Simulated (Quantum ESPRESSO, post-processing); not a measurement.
# Li(100), 5 layers: cutoff convergence, part 2 of 2

Aim: how far one choice must go before the vacuum level and the energy of Li(100), 5 layers stand still, and what it costs.

Quantum ESPRESSO 7.5; plane-wave DFT, PBE, SG15 norm-conserving pseudopotentials.

So far. Step 3 (Self-consistent run: ecutwfc 75 Ry, ecutrho 300 Ry): Counted from each run's own zero (the Fermi level), the vacuum level differs from the first run's by +1 meV. Step 4 (Ground state: ecutwfc 60 Ry, ecutrho 240 Ry): Counted from each run's own zero (the Fermi level), the vacuum level differs from the first run's by -2 meV.

### 5. Ground state: ecutwfc 51 Ry, ecutrho 204 Ry

c3.in

```
&control
  prefix = 'c3'
  outdir = './out'
  pseudo_dir = './pseudo'
  calculation = 'scf'
  tprnfor = .true.
/
&system
  ibrav = 0
  nat = 5
  ntyp = 1
  ecutwfc = 51
  ecutrho = 204
  occupations = 'smearing'
  smearing = 'mv'
  degauss = 0.02
  assume_isolated = 'esm'
  esm_bc = 'bc1'
/
&electrons
  conv_thr = 1e-07
  mixing_beta = 0.4
  electron_maxstep = 120
  mixing_mode = 'local-TF'
/
ATOMIC_SPECIES
  Li  6.9400  Li_ONCV_PBE-1.2.upf
CELL_PARAMETERS angstrom
  3.49000000000000 0.00000000000000 0.00000000000000
  0.00000000000000 3.49000000000000 0.00000000000000
  0.00000000000000 0.00000000000000 22.98000000000000
ATOMIC_POSITIONS crystal
  Li  0.000000000000 0.000000000000 -0.151871192341
  Li  0.500000000000 0.500000000000 -0.075935596171
  Li  0.000000000000 0.000000000000 0.000000000000
  Li  0.500000000000 0.500000000000 0.075935596171
  Li  0.000000000000 0.000000000000 0.151871192341
K_POINTS automatic
  8 8 1 0 0 0
```

On the command line:

```console
OMP_NUM_THREADS=1 mpirun -n 4 pw.x -nk 4 -in c3.in > c3.out
```

Log:

```text
[banner, memory and clock lines left out]
Program PWSCF v.7.5 starts
[...]
Message from routine setup:
[...]
number of electrons       =        15.00
     number of Kohn-Sham states=           12
     kinetic-energy cutoff     =      51.0000  Ry
     charge density cutoff     =     204.0000  Ry
[...]
number of k points=    15  Marzari-Vanderbilt smearing, width (Ry)=  0.0200
[...]
Dense  grid:    92773 G-vectors     FFT dimensions: (  30,  30, 200)
[...]
negative rho (up, down):  8.443E-04 0.000E+00
     Starting wfcs are random
[...]
estimated scf accuracy    <       0.23618414 Ry
[...]
estimated scf accuracy    <       0.11485609 Ry
[...]
estimated scf accuracy    <       0.00689347 Ry
[...]
estimated scf accuracy    <       0.00357875 Ry
[...]
estimated scf accuracy    <       0.00238808 Ry
[...]
estimated scf accuracy    <       0.00235755 Ry
[...]
estimated scf accuracy    <       0.00130410 Ry
[...]
negative rho (up, down):  4.221E-08 0.000E+00
[...]
estimated scf accuracy    <       0.00109988 Ry
[...]
estimated scf accuracy    <       0.00011891 Ry
[...]
estimated scf accuracy    <       0.00014347 Ry
[...]
negative rho (up, down):  3.629E-06 0.000E+00
[...]
estimated scf accuracy    <       0.00003540 Ry
[...]
negative rho (up, down):  1.257E-06 0.000E+00
[...]
estimated scf accuracy    <       0.00000196 Ry
[...]
negative rho (up, down):  3.595E-05 0.000E+00
[...]
estimated scf accuracy    <       0.00000082 Ry
[...]
estimated scf accuracy    <       0.00000027 Ry
[...]
the Fermi energy is    -2.9216 ev
!    total energy              =     -71.17552389 Ry
     estimated scf accuracy    <       0.00000002 Ry
     smearing contrib. (-TS)   =      -0.00150892 Ry
     internal energy E=F+TS    =     -71.17401496 Ry
[...]
one-electron contribution =     306.44985766 Ry
     hartree contribution      =    -161.96025729 Ry
     xc contribution           =     -16.11246054 Ry
     ewald contribution        =    -199.55115479 Ry
     convergence has been achieved in  15 iterations
[...]
Total force =     0.003987     Total SCF correction =     0.000048
[...]
```

Elapsed: 30 s, on 4 MPI ranks of Intel Xeon Platinum 8488C (Sapphire Rapids), shared host; peak memory 0.46 GiB.

Numbers from this step:

```
free energy                                                    : -968.3923 eV
Fermi energy                                                   : -2.922 eV
vacuum line at the lower end of the cell, over the Fermi level : 2.922 eV
vacuum line at the upper end of the cell, over the Fermi level : 2.922 eV
```

The program's own clock; routines nest. Time by routine:

```csv
routine,wall time (s),calls
PWSCF,29.45,1
electrons,27.82,1
c_bands,17.56,16
cegterg,14.83,68
h_psi,12.26,640
vloc_psi,10.21,640
fftw,8.79,8518
mix_rho,7.49,16
ffts,2.37,1342
sum_band,1.47,16
init_run,1.21,1
v_of_rho,1.11,16
calbec,1.1,656
h_psi:calbec,1.06,640
```

Counted from each run's own zero (the Fermi level), the vacuum level differs from the first run's by -2 meV.

### 6. Ground state: ecutwfc 42 Ry, ecutrho 168 Ry

c4.in, as its differences from the input of step 5:

```diff
@@ -1,3 +1,3 @@
 &control
-  prefix = 'c3'
+  prefix = 'c4'
   outdir = './out'
@@ -11,4 +11,4 @@
   ntyp = 1
-  ecutwfc = 51
-  ecutrho = 204
+  ecutwfc = 42
+  ecutrho = 168
   occupations = 'smearing'
```

On the command line:

```console
OMP_NUM_THREADS=1 mpirun -n 4 pw.x -nk 4 -in c4.in > c4.out
```

Log:

```text
[banner, memory and clock lines left out]
Program PWSCF v.7.5 starts
[...]
Message from routine setup:
[...]
number of electrons       =        15.00
     number of Kohn-Sham states=           12
     kinetic-energy cutoff     =      42.0000  Ry
     charge density cutoff     =     168.0000  Ry
[...]
number of k points=    15  Marzari-Vanderbilt smearing, width (Ry)=  0.0200
[...]
Dense  grid:    69539 G-vectors     FFT dimensions: (  27,  27, 180)
[...]
negative rho (up, down):  1.282E-03 0.000E+00
     Starting wfcs are random
[...]
negative rho (up, down):  5.856E-08 0.000E+00
[...]
estimated scf accuracy    <       0.23425077 Ry
[...]
estimated scf accuracy    <       0.11611313 Ry
[...]
estimated scf accuracy    <       0.00583277 Ry
[...]
estimated scf accuracy    <       0.00119585 Ry
[...]
estimated scf accuracy    <       0.00104389 Ry
[...]
estimated scf accuracy    <       0.00100921 Ry
[...]
estimated scf accuracy    <       0.00037892 Ry
[...]
estimated scf accuracy    <       0.00035634 Ry
[...]
negative rho (up, down):  1.148E-04 0.000E+00
[...]
estimated scf accuracy    <       0.00012343 Ry
[...]
negative rho (up, down):  4.481E-06 0.000E+00
[...]
estimated scf accuracy    <       0.00005721 Ry
[...]
estimated scf accuracy    <       0.00005381 Ry
[...]
estimated scf accuracy    <       0.00001216 Ry
[...]
negative rho (up, down):  3.195E-05 0.000E+00
[...]
estimated scf accuracy    <       0.00000722 Ry
[...]
estimated scf accuracy    <       0.00000045 Ry
[...]
negative rho (up, down):  1.311E-07 0.000E+00
[...]
estimated scf accuracy    <       0.00000011 Ry
[...]
the Fermi energy is    -2.9233 ev
!    total energy              =     -71.12139612 Ry
     estimated scf accuracy    <       0.00000007 Ry
     smearing contrib. (-TS)   =      -0.00150741 Ry
     internal energy E=F+TS    =     -71.11988871 Ry
[...]
one-electron contribution =     306.57936587 Ry
     hartree contribution      =    -162.09016710 Ry
     xc contribution           =     -16.05793269 Ry
     ewald contribution        =    -199.55115479 Ry
     convergence has been achieved in  16 iterations
[...]
Total force =     0.004154     Total SCF correction =     0.000273
[...]
```

Run time: 27 s. Hardware: 4 MPI ranks; peak memory 0.39 GiB; 1.8 min of CPU time.

Read from the output:

```
free energy                                                    : -967.6559 eV
Fermi energy                                                   : -2.923 eV
vacuum line at the lower end of the cell, over the Fermi level : 2.923 eV
vacuum line at the upper end of the cell, over the Fermi level : 2.923 eV
```

The program's own clock; routines nest. Time by routine:

```csv
routine,wall time (s),calls
PWSCF,26.65,1
electrons,24.56,1
c_bands,16.1,17
cegterg,13.18,72
h_psi,11.59,643
vloc_psi,9.96,643
fftw,9.11,8638
mix_rho,5.92,17
ffts,2.03,1404
init_run,1.9,1
sum_band,1.41,17
hinit0,1.06,1
fft,0.99,172
calbec,0.88,659
```

Counted from each run's own zero (the Fermi level), the vacuum level differs from the first run's by +0 meV.

### 7. Ground state: ecutwfc 33 Ry, ecutrho 132 Ry

c5.in, as its differences from the input of step 6:

```diff
@@ -1,3 +1,3 @@
 &control
-  prefix = 'c4'
+  prefix = 'c5'
   outdir = './out'
@@ -11,4 +11,4 @@
   ntyp = 1
-  ecutwfc = 42
-  ecutrho = 168
+  ecutwfc = 33
+  ecutrho = 132
   occupations = 'smearing'
```

On the command line:

```console
OMP_NUM_THREADS=1 mpirun -n 4 pw.x -nk 4 -in c5.in > c5.out
```

Log:

```text
[banner, memory and clock lines left out]
Program PWSCF v.7.5 starts
[...]
Message from routine setup:
[...]
number of electrons       =        15.00
     number of Kohn-Sham states=           12
     kinetic-energy cutoff     =      33.0000  Ry
     charge density cutoff     =     132.0000  Ry
[...]
number of k points=    15  Marzari-Vanderbilt smearing, width (Ry)=  0.0200
[...]
Dense  grid:    48183 G-vectors     FFT dimensions: (  25,  25, 160)
[...]
negative rho (up, down):  2.975E-03 0.000E+00
     Starting wfcs are random
[...]
negative rho (up, down):  3.705E-04 0.000E+00
[...]
estimated scf accuracy    <       0.22686257 Ry
[...]
negative rho (up, down):  9.515E-04 0.000E+00
[...]
estimated scf accuracy    <       0.13336641 Ry
[...]
negative rho (up, down):  1.639E-04 0.000E+00
[...]
estimated scf accuracy    <       0.01744811 Ry
[...]
negative rho (up, down):  7.455E-07 0.000E+00
[...]
estimated scf accuracy    <       0.00564223 Ry
[...]
estimated scf accuracy    <       0.00367172 Ry
[...]
estimated scf accuracy    <       0.00201196 Ry
[...]
estimated scf accuracy    <       0.00120359 Ry
[...]
estimated scf accuracy    <       0.00070081 Ry
[...]
estimated scf accuracy    <       0.00041570 Ry
[...]
negative rho (up, down):  1.964E-04 0.000E+00
[...]
estimated scf accuracy    <       0.00013737 Ry
[...]
negative rho (up, down):  5.047E-06 0.000E+00
[...]
estimated scf accuracy    <       0.00008052 Ry
[...]
negative rho (up, down):  1.995E-05 0.000E+00
[...]
estimated scf accuracy    <       0.00000755 Ry
[...]
negative rho (up, down):  3.700E-06 0.000E+00
[...]
estimated scf accuracy    <       0.00000291 Ry
[...]
negative rho (up, down):  4.540E-06 0.000E+00
[...]
estimated scf accuracy    <       0.00000204 Ry
[...]
the Fermi energy is    -2.9191 ev
!    total energy              =     -70.81191686 Ry
     estimated scf accuracy    <       0.00000009 Ry
     smearing contrib. (-TS)   =      -0.00149716 Ry
     internal energy E=F+TS    =     -70.81041970 Ry
[...]
one-electron contribution =     307.11199159 Ry
     hartree contribution      =    -162.50897554 Ry
     xc contribution           =     -15.86228095 Ry
     ewald contribution        =    -199.55115479 Ry
     convergence has been achieved in  15 iterations
[...]
Total force =     0.004828     Total SCF correction =     0.000383
[...]
```

It took 14 s on 4 MPI ranks; peak memory 0.33 GiB.

Numbers from this step:

```
free energy                                                    : -963.4452 eV
Fermi energy                                                   : -2.919 eV
vacuum line at the lower end of the cell, over the Fermi level : 2.919 eV
vacuum line at the upper end of the cell, over the Fermi level : 2.919 eV
```

The program's own clock; routines nest. Time by routine:

```csv
routine,wall time (s),calls
PWSCF,13.04,1
electrons,11.28,1
c_bands,6.86,15
cegterg,4.78,64
h_psi,3.93,537
mix_rho,3.26,15
vloc_psi,3.16,537
fftw,2.77,7250
init_run,1.39,1
ffts,1.06,1509
hinit0,1.02,1
fft,0.83,161
v_of_rho,0.52,16
sum_band,0.51,15
```

Counted from each run's own zero (the Fermi level), the vacuum level differs from the first run's by -4 meV.

### 8. Self-consistent run: ecutwfc 27 Ry, ecutrho 108 Ry

c6.in, as its differences from the input of step 7:

```diff
@@ -1,3 +1,3 @@
 &control
-  prefix = 'c5'
+  prefix = 'c6'
   outdir = './out'
@@ -11,4 +11,4 @@
   ntyp = 1
-  ecutwfc = 33
-  ecutrho = 132
+  ecutwfc = 27
+  ecutrho = 108
   occupations = 'smearing'
```

On the command line:

```console
OMP_NUM_THREADS=1 mpirun -n 4 pw.x -nk 4 -in c6.in > c6.out
```

Log:

```text
[banner, memory and clock lines left out]
Program PWSCF v.7.5 starts
[...]
Message from routine setup:
[...]
number of electrons       =        15.00
     number of Kohn-Sham states=           12
     kinetic-energy cutoff     =      27.0000  Ry
     charge density cutoff     =     108.0000  Ry
[...]
number of k points=    15  Marzari-Vanderbilt smearing, width (Ry)=  0.0200
[...]
Dense  grid:    35819 G-vectors     FFT dimensions: (  24,  24, 144)
[...]
negative rho (up, down):  1.334E-02 0.000E+00
     Starting wfcs are random
[...]
negative rho (up, down):  5.073E-03 0.000E+00
[...]
estimated scf accuracy    <       0.25297271 Ry
[...]
negative rho (up, down):  1.851E-03 0.000E+00
[...]
estimated scf accuracy    <       0.20344081 Ry
[...]
negative rho (up, down):  5.465E-06 0.000E+00
[...]
estimated scf accuracy    <       0.11211388 Ry
[...]
estimated scf accuracy    <       0.00996121 Ry
[...]
estimated scf accuracy    <       0.00249708 Ry
[...]
estimated scf accuracy    <       0.00165896 Ry
[...]
estimated scf accuracy    <       0.00089241 Ry
[...]
estimated scf accuracy    <       0.00077420 Ry
[...]
estimated scf accuracy    <       0.00057586 Ry
[...]
estimated scf accuracy    <       0.00049037 Ry
[...]
estimated scf accuracy    <       0.00004135 Ry
[...]
estimated scf accuracy    <       0.00001654 Ry
[...]
negative rho (up, down):  1.309E-07 0.000E+00
[...]
estimated scf accuracy    <       0.00000637 Ry
[...]
negative rho (up, down):  1.826E-08 0.000E+00
[...]
estimated scf accuracy    <       0.00000113 Ry
[...]
estimated scf accuracy    <       0.00000027 Ry
[...]
estimated scf accuracy    <       0.00000012 Ry
[...]
the Fermi energy is    -2.9331 ev
!    total energy              =     -70.13053215 Ry
     estimated scf accuracy    <          7.4E-09 Ry
     smearing contrib. (-TS)   =      -0.00146750 Ry
     internal energy E=F+TS    =     -70.12906465 Ry
[...]
one-electron contribution =     308.14808598 Ry
     hartree contribution      =    -163.17049104 Ry
     xc contribution           =     -15.55550480 Ry
     ewald contribution        =    -199.55115479 Ry
     convergence has been achieved in  17 iterations
[...]
Total force =     0.004792     Total SCF correction =     0.000107
[...]
```

Run time: 13 s. Hardware: 4 MPI ranks; peak memory 0.3 GiB; 50 s of CPU time.

This step gave:

- free energy: -954.1745 eV
- Fermi energy: -2.933 eV
- vacuum line at the lower end of the cell, over the Fermi level: 2.933 eV
- vacuum line at the upper end of the cell, over the Fermi level: 2.933 eV

The program's own clock; routines nest. Time by routine:

```csv
routine,wall time (s),calls
PWSCF,11.95,1
electrons,10.11,1
c_bands,6.05,17
cegterg,4.79,71
h_psi,4.43,544
vloc_psi,3.83,544
fftw,3.62,7616
mix_rho,2.83,17
init_run,1.71,1
hinit0,1.12,1
ffts,1.09,1595
fft,0.88,181
sum_band,0.6,17
wfcinit,0.51,1
```

Counted from each run's own zero (the Fermi level), the vacuum level differs from the first run's by +10 meV.

### 9. The series side by side

All levels:

```csv
level,vacuum level over the Fermi level (eV),its change from the first (meV),energy from the first (meV an atom),SCF iterations,wall time (s),peak memory (GiB),CPU time (s)
"ecutwfc 90 Ry, ecutrho 360 Ry",2.923,0,0,14,84.79,0.88,338.2
"ecutwfc 75 Ry, ecutrho 300 Ry",2.924,0.6957,0.1984,15,68.56,0.73,273.3
"ecutwfc 60 Ry, ecutrho 240 Ry",2.921,-1.603,1.83,20,56.44,0.56,224.8
"ecutwfc 51 Ry, ecutrho 204 Ry",2.922,-1.5,18.51,15,30.16,0.46,119.7
"ecutwfc 42 Ry, ecutrho 168 Ry",2.923,0.196,165.8,16,27.43,0.39,108.6
"ecutwfc 33 Ry, ecutrho 132 Ry",2.919,-4.023,1008,15,13.76,0.33,54.08
"ecutwfc 27 Ry, ecutrho 108 Ry",2.933,9.92,2862,17,12.67,0.3,49.71
```

### 10. What came out

```
vacuum level over the Fermi level, ecutwfc 90 Ry, ecutrho 360 Ry                                                   : 2.923 eV
cheapest step of the main series that, with all steps before it, keeps the vacuum level within 20 meV of the first : ecutwfc 27 Ry, ecutrho 108 Ry: +10 meV, 50 s of CPU time against 5.6 min
setting with the largest shift of the level                                                                        : ecutwfc 27 Ry, ecutrho 108 Ry: +10 meV
```

The cheapest step of the main series that, with all steps before it, keeps the vacuum level within 20 meV of the first is ecutwfc 27 Ry, ecutrho 108 Ry: +10 meV, 50 s of CPU time against 5.6 min. Over the series the energy moves by up to 2862 meV an atom and the vacuum level by up to 10 meV. The times come from a shared host and are rough. Peak memory is sampled during the run and can miss the peak. The geometry is as built, not relaxed.

[Logs are printed without paths, hosts, clocks, repeated set-up lines and the standing remarks that a program may print on its own settings, such as how far it seeks lower states.]

[Hosts, paths, dates, database ids (printed as entryN), source tags and the programs' standing remarks are cut or masked in the printed files.]

[Maps of the electrostatic potential energy from Ansatz leave out the sawtooth potential of an applied field or a dipole correction, so their vacuum need not be flat; planar profiles and work functions include it.]
